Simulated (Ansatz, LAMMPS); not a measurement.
## Squeezing and shearing glassy 44SiO2-44B2O3-6MgO-6CaO (mol %) (120 atoms)

Aim: relax glassy 44SiO2-44B2O3-6MgO-6CaO (mol %) (120 atoms), then change its volume and shape to read moduli from the stress.

Method: Kohn-Sham DFT, PBE, PAW (set soft_2), plane waves, in Ansatz 0.2.0.

### 1. Set-up

The cell holds 120 atoms: 14 Si, 28 B, 2 Mg, 2 Ca and 74 O. Cell: a = 11.187 Å, b = 11.187 Å, c = 11.187 Å, α = 90.0°, β = 90.0°, γ = 90.0°. 120 atoms (14 Si, 28 B, 2 Mg, 2 Ca, 74 O) placed at random at 2.14 g/cm³, melted at 3000 K for 20 ps at fixed volume with the Buckingham and Coulomb pair potential of Guillot and Sator (Geochim. Cosmochim. Acta 71, 1249 (2007)) with the boron terms of Wang et al. (J. Non-Cryst. Solids 498, 294 (2018)). Quenched from 3000 K to 300 K at 50 K/ps and fixed volume, held 10 ps at zero pressure.

Limits known from the start: The quench rate of 50 K/ps far exceeds what a furnace or splat quench reaches, so expect more defects and frozen-in strain than in a real sample. The starting topology of bonds comes from the classical model, and needn't be the one that DFT or experiment would give. Sampling is at Γ alone.

### 2. Single point at the start

A single point comes first, to see the forces before anything moves.

input.yaml reads:

```yaml
crystal:
  lattice:
    - [11.18726, 0.0, 0.0]
    - [0.0, 11.18726, 0.0]
    - [0.0, 0.0, 11.18726]
  atoms:
    - { symbol: Si, position: [0.52015, 0.68181, 0.68457] }
    - { symbol: Si, position: [0.49743, 0.42039, 0.40462] }
    - { symbol: Si, position: [0.29589, 0.6967, 0.54958] }
    - { symbol: Si, position: [0.67004, 0.86586, 0.36714] }
    - { symbol: Si, position: [0.11735, 0.06368, 0.97762] }
    - { symbol: Si, position: [0.32259, 0.09362, 0.3728] }
    - { symbol: Si, position: [0.08374, 0.28, 0.64572] }
    - { symbol: Si, position: [0.25372, 0.41482, 0.82174] }
    - { symbol: Si, position: [0.77727, 0.41172, 0.3833] }
    - { symbol: Si, position: [0.21139, 0.4762, 0.22508] }
    - { symbol: Si, position: [0.78782, 0.9812, 0.58132] }
    - { symbol: Si, position: [0.65504, 0.00968, 0.13395] }
    - { symbol: Si, position: [0.62908, 0.47899, 0.98099] }
    - { symbol: Si, position: [0.80206, 0.54123, 0.79445] }
    - { symbol: B, position: [0.87859, 0.12605, 0.01609] }
    - { symbol: B, position: [0.39399, 0.36653, 0.02609] }
    - { symbol: B, position: [0.67221, 0.1861, 0.67041] }
    - { symbol: B, position: [0.29501, 0.04265, 0.80139] }
    - { symbol: B, position: [0.10537, 0.62034, 0.78451] }
    - { symbol: B, position: [0.02577, 0.0278, 0.60855] }
    - { symbol: B, position: [0.79009, 0.54089, 0.16501] }
    - { symbol: B, position: [0.71109, 0.2471, 0.90526] }
    - { symbol: B, position: [0.50037, 0.67134, 0.34169] }
    - { symbol: B, position: [0.91364, 0.76223, 0.35316] }
    - { symbol: B, position: [0.02364, 0.74024, 0.9627] }
    - { symbol: B, position: [0.80251, 0.20072, 0.2221] }
    - { symbol: B, position: [0.16944, 0.86402, 0.68889] }
    - { symbol: B, position: [0.39711, 0.46402, 0.61498] }
    - { symbol: B, position: [0.20029, 0.31275, 0.41656] }
    - { symbol: B, position: [0.8154, 0.87262, 0.9651] }
    - { symbol: B, position: [0.2413, 0.89089, 0.11646] }
    - { symbol: B, position: [0.93672, 0.44031, 0.99253] }
    - { symbol: B, position: [0.44688, 0.96996, 0.0006] }
    - { symbol: B, position: [0.1032, 0.29536, 0.07293] }
    - { symbol: B, position: [0.84028, 0.35727, 0.60709] }
    - { symbol: B, position: [0.38696, 0.63226, 0.14078] }
    - { symbol: B, position: [0.42375, 0.14688, 0.61186] }
    - { symbol: B, position: [0.43729, 0.23561, 0.21865] }
    - { symbol: B, position: [0.44114, 0.73802, 0.92785] }
    - { symbol: B, position: [0.05991, 0.67668, 0.18682] }
    - { symbol: B, position: [0.23775, 0.84178, 0.33891] }
    - { symbol: B, position: [0.7655, 0.78662, 0.73894] }
    - { symbol: Mg, position: [0.96764, 0.73503, 0.64163] }
    - { symbol: Mg, position: [0.59991, 0.373, 0.62161] }
    - { symbol: Ca, position: [0.05466, 0.53246, 0.48328] }
    - { symbol: Ca, position: [0.60157, 0.00651, 0.84207] }
    - { symbol: O, position: [0.08746, 0.13386, 0.62222] }
    - { symbol: O, position: [0.38646, 0.02664, 0.8956] }
    - { symbol: O, position: [0.44693, 0.69753, 0.23156] }
    - { symbol: O, position: [0.13132, 0.59512, 0.25073] }
    - { symbol: O, position: [0.66639, 0.24106, 0.7887] }
    - { symbol: O, position: [0.94531, 0.31426, 0.66783] }
    - { symbol: O, position: [0.14818, 0.93412, 0.04418] }
    - { symbol: O, position: [0.77283, 0.15226, 0.95122] }
    - { symbol: O, position: [0.15499, 0.33236, 0.75446] }
    - { symbol: O, position: [0.33043, 0.52108, 0.1604] }
    - { symbol: O, position: [0.21156, 0.82591, 0.2193] }
    - { symbol: O, position: [0.64356, 0.74976, 0.70294] }
    - { symbol: O, position: [0.38794, 0.6747, 0.02524] }
    - { symbol: O, position: [0.39181, 0.11197, 0.50132] }
    - { symbol: O, position: [0.35378, 0.11921, 0.7099] }
    - { symbol: O, position: [0.88203, 0.48774, 0.09685] }
    - { symbol: O, position: [0.72491, 0.06501, 0.68201] }
    - { symbol: O, position: [0.77911, 0.44967, 0.6795] }
    - { symbol: O, position: [0.26496, 0.74901, 0.4189] }
    - { symbol: O, position: [0.48957, 0.85073, 0.94941] }
    - { symbol: O, position: [0.45263, 0.68647, 0.81614] }
    - { symbol: O, position: [0.48196, 0.3208, 0.29953] }
    - { symbol: O, position: [0.7495, 0.26136, 0.59195] }
    - { symbol: O, position: [0.67398, 0.55338, 0.86224] }
    - { symbol: O, position: [0.96296, 0.72719, 0.24583] }
    - { symbol: O, position: [0.36889, 0.41422, 0.73112] }
    - { symbol: O, position: [0.977, 0.73212, 0.45706] }
    - { symbol: O, position: [0.88901, 0.16606, 0.13599] }
    - { symbol: O, position: [0.70165, 0.35344, 0.96796] }
    - { symbol: O, position: [0.51447, 0.53783, 0.63684] }
    - { symbol: O, position: [0.25518, 0.95905, 0.37603] }
    - { symbol: O, position: [0.20138, 0.55248, 0.82865] }
    [... 36 atom lines left out ...]
    - { symbol: O, position: [0.80129, 0.29753, 0.30072] }
    - { symbol: O, position: [0.7594, 0.93355, 0.05823] }
    - { symbol: O, position: [0.28802, 0.37931, 0.95979] }
    - { symbol: O, position: [0.43033, 0.37806, 0.52421] }
    - { symbol: O, position: [0.75893, 0.85408, 0.8547] }
    - { symbol: O, position: [0.91818, 0.03279, 0.54233] }
kpoints:
  mp_grid: { grid: [1, 1, 1] }
hamiltonian:
  xc: pbe
scf:
  occupations: { method: gaussian, width: 0.025 }
output:
  forces: true
```

Run with:

```console
ansatz run input.yaml --threads 4 --pin off --max-ram 8192MiB --backend cpu --events-out ev --progress --plain --runs-dir out
```

Numbers of over 12 decimals in the logs are rounded to 6 here.

Log:

```text
Engine: ansatz 0.2.0, x86_64-unknown-linux-gnu
Pseudopotentials: kind: paw
Pseudopotential: Si, paw, valence charge 4, recommended cutoff 420 eV (normal), Si.paw.azcp
Pseudopotential: B, paw, valence charge 3, recommended cutoff 420 eV (normal), B.paw.azcp
Pseudopotential: Mg, paw, valence charge 10, recommended cutoff 420 eV (normal), Mg.paw.azcp
Pseudopotential: Ca, paw, valence charge 10, recommended cutoff 420 eV (normal), Ca.paw.azcp
Pseudopotential: O, paw, valence charge 6, recommended cutoff 420 eV (normal), O.paw.azcp
[... 5 lines on functional and potentials left out ...]
Crystal: 120 atoms, lattice volume = 1400.139 Å³
Basis set: ecut = 420 eV, 27369 PW (Γ), exchange–correlation on 150×150×150 points (8 copies of the dense FFT grid, shifted against one another)
Bands: 432, of which v1, the nominal top of the filled ones, is band 312 counted from 1 (311 counted from 0)
Symmetry: 1 space group operations
Space group: P1 (ITA 1), of the structure as read, at distance tolerance 1.1e-4 Å
k-points: 1
[... 11 lines on functional and potentials left out ...]
Initial density: superposition of atomic densities (neutral atoms: chi_scale 0, normalization atom), corrected by the library's trained network
Initial wavefunctions: pseudopotential atomic-orbital guess
Functional: x = pbe(κ = 0.804, μ = 0.219515), c = pbe(β = 0.066725)
SCF iter   1: F=—  HF=-62846.196717 eV  |F-HF|=—  |Δ(HF+E_count)|=         —  Δρ=3.46e-3  dr2=2.17e-1  ethr=1.77e-3  ⟨swp⟩=7.0  Hψ=2110  notcnv=0  defer=75
preconditioner: auto → Resta (q_TF=auto, 2.384 Å⁻¹)  ε∞=3.2  [insulator: Δε(μ)=3.932 eV  Ē_g=16.486 eV  σ=0.025 eV  W_gap=1.00  n_scr=340 (ndim 8)  ℏωp=24.4 eV  f_vac=0.155  D(μ)=0.00/eV (n_scr^D=0)  ε∞_Penn≈3.2]
SCF iter   2: F=—  HF=-62846.176077 eV  |F-HF|=—  |Δ(HF+E_count)|=   2.06e-2  Δρ=1.74e-3  dr2=4.97e-2  ethr=3.47e-5  ⟨swp⟩=2.0  Hψ=724  notcnv=0  defer=116
SCF iter   3: F=—  HF=-62846.173047 eV  |F-HF|=—  |Δ(HF+E_count)|=   3.03e-3  Δρ=7.36e-4  dr2=1.16e-2  ethr=7.96e-6  ⟨swp⟩=2.0  Hψ=543  notcnv=0  defer=45
automatic band count: iteration 3 solves 361 bands in place of 432: the levels show a gap, and the empty bands left out lie too high to hold charge; the band table lists the bands solved (type scf.n_extra_bands for more)
SCF iter   4: F=—  HF=-62846.171162 eV  |F-HF|=—  |Δ(HF+E_count)|=   1.89e-3  Δρ=2.30e-4  dr2=1.09e-3  ethr=1.85e-6  ⟨swp⟩=2.0  Hψ=541  notcnv=0  defer=45
SCF iter   5: F=—  HF=-62846.171093 eV  |F-HF|=—  |Δ(HF+E_count)|=   6.88e-5  Δρ=1.21e-4  dr2=1.87e-4  ethr=1.75e-7  ⟨swp⟩=2.0  Hψ=603  notcnv=0  defer=45
SCF iter   6: F=—  HF=-62846.171089 eV  |F-HF|=—  |Δ(HF+E_count)|=   3.61e-6  Δρ=4.69e-5  dr2=2.69e-5  ethr=2.99e-8  ⟨swp⟩=2.0  Hψ=617  notcnv=0  defer=45
SCF iter   7: F=—  HF=-62846.169009 eV  |F-HF|=—  |Δ(HF+E_count)|=   2.08e-3  Δρ=1.76e-5  dr2=4.31e-6  ethr=4.31e-9  ⟨swp⟩=2.0  Hψ=673  notcnv=0  defer=45
SCF iter   8: F=—  HF=-62846.169011 eV  |F-HF|=—  |Δ(HF+E_count)|=   1.88e-6  Δρ=7.22e-6  dr2=6.74e-7  ethr=6.90e-10  ⟨swp⟩=2.0  Hψ=554  notcnv=0  defer=45
SCF iter   9: F=-62846.169011 eV  HF=-62846.169011 eV  |F-HF|=2.87e-8  |Δ(HF+E_count)|=   1.24e-7  Δρ=2.47e-6  dr2=8.49e-8  ethr=1.60e-11  ⟨swp⟩=3.0  Hψ=1590  notcnv=0
SCF 1 converged in 9 iterations: F = -62846.169011 eV  dr2 = 8.49e-8
  greatest PAW one-centre occupation: 1.000 electrons in one spin orbital (limit 2), on the Mg atom at site 42 (counted from 0), in its partial waves of l = 0
SCF converged after 9 iterations
Free energy (F): -62846.169011 eV
Harris-Foulkes:  -62846.169011 eV  (|F-HF|=2.87e-8)
Internal energy: -62846.169011 eV  (E = F + TS)
E sigma→0 (E₀):  -62846.169011 eV
Fermi energy:    5.774895 eV
--- Per-component energies (eV) ---
  E_band       = -3856.084448
  E_kinetic    = 15777.173120
  E_local      = -46371.478856  (includes V_loc(G=0)·N_el)
  E_nonlocal   = 4528.087749
  E_hartree    = 17152.643536
  E_xc         = -7442.983756
  E_vxc        = -9078.595280  (∫ρ·V_xc dr)
  E_paw        = -23446.402089  (= ΣΔE_a)
  E_vpaw       = -3016.752562  (= ΣTr[D̂ρ^β])
  E_aug_tail   = 0.189443  (compensation charges beyond the density's cutoff)
  E_ewald      = -23043.398157
  E_smearing   = -0.000000  (= −TS)
  E_closure    = -0.000000  (closes the sum)
  Σ components = -62846.169011   (vs F -62846.169011, Δ=0.00e0)
--- Forces (eV/Å), atoms counted from 1 ---
  atom   1  Si    -1.56140756    -0.51925080     0.86968385
  atom   2  Si     0.80119073    -0.17795242    -1.79887766
  atom   3  Si     1.77885371    -0.25620887     1.78390987
  atom   4  Si    -0.20647862    -0.81571339     0.62042710
  atom   5  Si     0.23783021    -0.08808739     0.12280052
  atom   6  Si    -0.26269378    -0.95138342     1.78994719
  atom   7  Si    -2.48313405    -2.46140256     0.73042647
  atom   8  Si     0.40032627     1.53847758    -1.37035644
  atom   9  Si     0.39827547     0.63795180    -1.75334910
  atom  10  Si    -0.66338698    -0.23742051    -0.26297280
  atom  11  Si    -0.63607080     0.13705706    -0.18086060
  atom  12  Si     1.34792719    -0.41891388     0.92535319
  atom  13  Si     1.72699485     0.19368191     0.03868051
  atom  14  Si     0.24789166    -0.69666571    -0.88580074
[...]
atom 119  O     -0.67229698     1.18562186     0.63792992
  atom 120  O      0.71507115    -0.18570702     0.12110780
  max |Σ_I F_I| component: 3.55e-5 eV/Å
```

The job ended after 12 s (4 threads of Intel Xeon Platinum 8275CL at 3.00GHz (Skylake/Cascade Lake), shared host; peak memory 2 GiB).

The r.m.s. force at the start is 1.0 eV/Å.

(Continued in part 2 of 4.)

[Logs are printed without paths, hosts, clocks, repeated set-up lines and the standing remarks that a program may print on its own settings, such as how far it seeks lower states.]

[Hosts, paths, dates, database ids (printed as entryN), source tags and the programs' standing remarks are cut or masked in the printed files.]
